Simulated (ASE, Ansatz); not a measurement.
# Local environments in twisted 1T-TiS2 bilayer, 3.48° (1626 atoms)

The cell holds 1626 atoms: 542 Ti and 1084 S. Cell: a = 56.136 Å, b = 56.136 Å, c = 20.860 Å, α = 90.0°, β = 90.0°, γ = 120.0°. It derives from TiS2 (1T-TiS2). 1T-TiS2 (a = 3.41 Å) under 1T-TiS2 (a = 3.41 Å), bilayer, commensurate cell of 271 unit cells a layer, twist 3.48 deg; facing planes 3.14 Å apart; 12 Å of vacuum; layers as built, displaced by a Gaussian of 0.01 Å. Regions: layer 1, 813 atoms (271 Ti and 542 S); layer 2, 813 atoms (271 Ti and 542 S). Vacuum lies along c.

Method: Kohn-Sham DFT, PBEsol, PAW (set soft_2), localised support functions (medium) (Ansatz 0.2.0; Γ point, fermi-dirac smearing of 0.05 eV), at the geometry as built.

The whole cell was solved; only parts of it are printed.

Local excerpt of 50 atoms (numbers count through the whole input) about S77, which bears the longest force; x, y, z are measured from there.

| atom | x | y | z | distance (Å) | bonds | Fx | Fy | Fz (eV/Å) |
| --- | --- | --- | --- | --- | --- | --- | --- | --- |
| S77 | 0.00 | 0.00 | 0.00 | 0.00 | 3 | -0.07 | 0.04 | -0.71 |
| Ti109 | 1.95 | 0.06 | -1.45 | 2.43 | 6 | 0.03 | 0.03 | 0.10 |
| Ti76 | -0.95 | -1.71 | -1.45 | 2.44 | 6 | 0.11 | 0.03 | 0.12 |
| Ti79 | -1.04 | 1.70 | -1.44 | 2.46 | 6 | -0.01 | -0.03 | 0.06 |
| S987 | -0.01 | -0.02 | 3.14 | 3.14 | 3 | 0.10 | 0.00 | 0.51 |
| S107 | 2.99 | -1.61 | -0.01 | 3.39 | 3 | 0.06 | 0.05 | -0.56 |
| S110 | 2.88 | 1.79 | -0.01 | 3.40 | 3 | 0.02 | 0.07 | -0.58 |
| S74 | 0.10 | -3.39 | 0.00 | 3.40 | 3 | -0.04 | -0.02 | -0.60 |
| S80 | -0.13 | 3.41 | -0.01 | 3.41 | 3 | 0.13 | 0.03 | -0.54 |
| S50 | -3.02 | 1.62 | 0.00 | 3.43 | 3 | 0.04 | 0.00 | -0.58 |
| S782 | -2.93 | -1.79 | -0.02 | 3.43 | 3 | 0.18 | 0.02 | -0.38 |
| S78 | 1.02 | -1.66 | -2.89 | 3.48 | 3 | 0.00 | -0.01 | 0.44 |
| S51 | -1.99 | -0.05 | -2.88 | 3.50 | 3 | 0.09 | 0.02 | 0.41 |
| S81 | 0.93 | 1.77 | -2.87 | 3.50 | 3 | -0.03 | -0.12 | 0.38 |
| Ti106 | 2.05 | -3.33 | -1.43 | 4.17 | 6 | 0.06 | 0.00 | 0.00 |
| Ti49 | -3.93 | -0.11 | -1.43 | 4.18 | 6 | -0.21 | 0.08 | -0.02 |
| Ti112 | 1.87 | 3.47 | -1.43 | 4.19 | 6 | -0.12 | 0.08 | 0.08 |
| S948 | -2.91 | 1.76 | 3.13 | 4.62 | 3 | 0.04 | 0.06 | 0.51 |
| S990 | 0.11 | 3.39 | 3.14 | 4.63 | 3 | -0.04 | 0.00 | 0.46 |
| S1032 | 3.00 | 1.61 | 3.14 | 4.63 | 3 | 0.01 | -0.01 | 0.40 |
| S1029 | 2.91 | -1.81 | 3.13 | 4.65 | 3 | -0.12 | 0.02 | 0.60 |
| S945 | -3.01 | -1.65 | 3.15 | 4.66 | 3 | -0.08 | 0.10 | 0.35 |
| S984 | -0.11 | -3.43 | 3.15 | 4.66 | 3 | -0.02 | 0.05 | 0.34 |
| S783 | -1.86 | -3.45 | -2.87 | 4.86 | 3 | -0.08 | -0.07 | 0.33 |
| S111 | 3.94 | 0.13 | -2.87 | 4.87 | 3 | -0.02 | -0.01 | 0.34 |
| S54 | -2.07 | 3.36 | -2.87 | 4.88 | 3 | -0.11 | -0.07 | 0.42 |
| Ti985 | -1.97 | 0.04 | 4.56 | 4.97 | 6 | -0.02 | 0.15 | -0.04 |
| Ti1030 | 1.06 | 1.67 | 4.57 | 4.98 | 6 | -0.19 | -0.10 | -0.06 |
| Ti1027 | 0.92 | -1.76 | 4.57 | 4.98 | 6 | 0.20 | 0.12 | -0.14 |
| Ti145 | 4.97 | -1.55 | -1.44 | 5.40 | 6 | -0.07 | 0.01 | 0.06 |
| Ti781 | -3.84 | -3.52 | -1.44 | 5.40 | 6 | -0.11 | 0.01 | 0.04 |
| Ti73 | -0.85 | -5.14 | -1.44 | 5.40 | 6 | 0.08 | 0.06 | 0.08 |
| Ti82 | -1.14 | 5.10 | -1.43 | 5.42 | 6 | 0.06 | 0.15 | -0.11 |
| Ti52 | -4.05 | 3.30 | -1.43 | 5.42 | 6 | 0.00 | 0.01 | -0.08 |
| Ti148 | 4.88 | 1.86 | -1.44 | 5.42 | 6 | -0.19 | -0.25 | 0.06 |
| S146 | 5.88 | 0.19 | 0.00 | 5.89 | 3 | 0.07 | 0.03 | -0.60 |
| S779 | -2.81 | -5.18 | -0.02 | 5.89 | 3 | 0.08 | -0.06 | -0.43 |
| S104 | 3.11 | -5.02 | -0.02 | 5.90 | 3 | 0.00 | 0.04 | -0.39 |
| S761 | -5.90 | -0.19 | -0.01 | 5.91 | 3 | -0.05 | 0.11 | -0.57 |
| S53 | -3.10 | 5.03 | -0.02 | 5.91 | 3 | -0.16 | 0.01 | -0.42 |
| S113 | 2.79 | 5.21 | 0.00 | 5.91 | 3 | 0.04 | 0.03 | -0.53 |
| S75 | 1.14 | -5.07 | -2.86 | 5.93 | 3 | -0.08 | -0.03 | 0.32 |
| S108 | 4.04 | -3.28 | -2.87 | 5.94 | 3 | -0.03 | -0.03 | 0.39 |
| S762 | -4.87 | -1.84 | -2.87 | 5.95 | 3 | 0.01 | -0.03 | 0.29 |
| S114 | 3.83 | 3.55 | -2.85 | 5.95 | 3 | -0.04 | -0.07 | 0.20 |
| S765 | -4.98 | 1.55 | -2.87 | 5.96 | 3 | 0.04 | 0.06 | 0.43 |
| S84 | 0.82 | 5.17 | -2.88 | 5.97 | 3 | 0.02 | -0.05 | 0.53 |
| Ti982 | -2.06 | -3.35 | 4.55 | 6.01 | 6 | -0.16 | -0.25 | 0.10 |
| Ti1072 | 3.92 | -0.13 | 4.55 | 6.01 | 6 | 0.03 | -0.07 | -0.07 |
| Ti988 | -1.87 | 3.45 | 4.57 | 6.02 | 6 | 0.07 | -0.10 | 0.00 |

The column of bonds counts only the pairs S-Ti within 3.10 Å; other neighbours, such as metal atoms beside each other in a compound, aren't counted, and periodic images can show an atom twice.

A closer look about S503, picked at random: 27 atoms, nearest first, numbered in the order of the input, with positions taken from that point.

| atom | x | y | z | distance (Å) | bonds | Fx | Fy | Fz (eV/Å) |
| --- | --- | --- | --- | --- | --- | --- | --- | --- |
| S503 | 0.00 | 0.00 | 0.00 | 0.00 | 3 | 0.07 | 0.01 | -0.44 |
| Ti505 | -1.03 | 1.67 | -1.44 | 2.44 | 6 | 0.10 | -0.08 | 0.06 |
| Ti502 | -0.94 | -1.75 | -1.43 | 2.44 | 6 | 0.12 | 0.01 | -0.04 |
| Ti547 | 1.98 | 0.05 | -1.44 | 2.45 | 6 | -0.09 | -0.08 | 0.05 |
| S458 | -2.87 | -1.79 | -0.01 | 3.39 | 3 | -0.17 | -0.03 | -0.26 |
| S461 | -2.99 | 1.60 | 0.00 | 3.39 | 3 | -0.06 | 0.06 | -0.36 |
| S506 | -0.09 | 3.40 | -0.02 | 3.40 | 3 | -0.05 | 0.03 | -0.29 |
| S500 | 0.11 | -3.41 | 0.00 | 3.42 | 3 | -0.06 | -0.06 | -0.38 |
| S545 | 3.01 | -1.62 | 0.00 | 3.42 | 3 | 0.03 | 0.02 | -0.42 |
| S548 | 2.93 | 1.79 | 0.00 | 3.43 | 3 | -0.18 | -0.01 | -0.36 |
| S507 | 0.94 | 1.72 | -2.86 | 3.47 | 3 | 0.01 | 0.03 | 0.32 |
| S504 | 1.03 | -1.68 | -2.86 | 3.48 | 3 | 0.09 | 0.04 | 0.41 |
| S462 | -1.97 | -0.07 | -2.87 | 3.48 | 3 | 0.05 | 0.04 | 0.38 |
| S1422 | 0.74 | 1.57 | 3.14 | 3.58 | 3 | 0.00 | 0.11 | 0.32 |
| S1419 | 0.65 | -1.82 | 3.11 | 3.66 | 3 | -0.06 | -0.03 | 0.51 |
| S1377 | -2.28 | -0.04 | 3.15 | 3.89 | 3 | 0.12 | -0.02 | 0.15 |
| Ti460 | -3.92 | -0.13 | -1.44 | 4.18 | 6 | -0.02 | -0.07 | 0.03 |
| Ti550 | 1.87 | 3.45 | -1.44 | 4.18 | 6 | 0.16 | 0.03 | 0.06 |
| Ti544 | 2.08 | -3.35 | -1.43 | 4.19 | 6 | -0.04 | 0.07 | -0.03 |
| S1461 | 3.64 | -0.20 | 3.13 | 4.80 | 3 | 0.06 | -0.07 | 0.33 |
| Ti1459 | 1.70 | -0.15 | 4.55 | 4.86 | 6 | -0.24 | -0.02 | 0.00 |
| S459 | -1.85 | -3.47 | -2.86 | 4.87 | 3 | -0.02 | -0.04 | 0.40 |
| S465 | -2.07 | 3.35 | -2.87 | 4.87 | 3 | 0.01 | -0.04 | 0.33 |
| S549 | 3.96 | 0.13 | -2.87 | 4.89 | 3 | -0.14 | -0.10 | 0.41 |
| Ti1420 | -1.24 | 1.63 | 4.55 | 4.99 | 6 | 0.15 | 0.00 | 0.10 |
| Ti1417 | -1.32 | -1.78 | 4.55 | 5.06 | 6 | 0.03 | 0.07 | 0.13 |
| S1380 | -2.17 | 3.36 | 3.13 | 5.08 | 3 | 0.01 | 0.08 | 0.38 |

The column of bonds counts only the pairs S-Ti within 3.10 Å; other neighbours, such as metal atoms beside each other in a compound, aren't counted, and periodic images can show an atom twice.

Length of the force by element:

| element | coordination | atoms | mean length of the force (eV/Å) | spread | least | most |
| --- | --- | --- | --- | --- | --- | --- |
| S | all | 1084 | 0.411 | 0.0962 | 0.137 | 0.710 |
| Ti | all | 542 | 0.167 | 0.0724 | 0.0131 | 0.413 |

The functional has no dispersion term, which matters for the binding between molecules or layers. Beside vacuum, support functions can miss their usual error bounds without a warning. The main run has no spin polarisation, so moments on Ti can't form in it, and no Hubbard term. Only the Γ point is sampled, in a cell whose shortest periodic width is 49 Å.

[Hosts, paths, dates, database ids (printed as entryN), source tags and the programs' standing remarks are cut or masked in the printed files.]
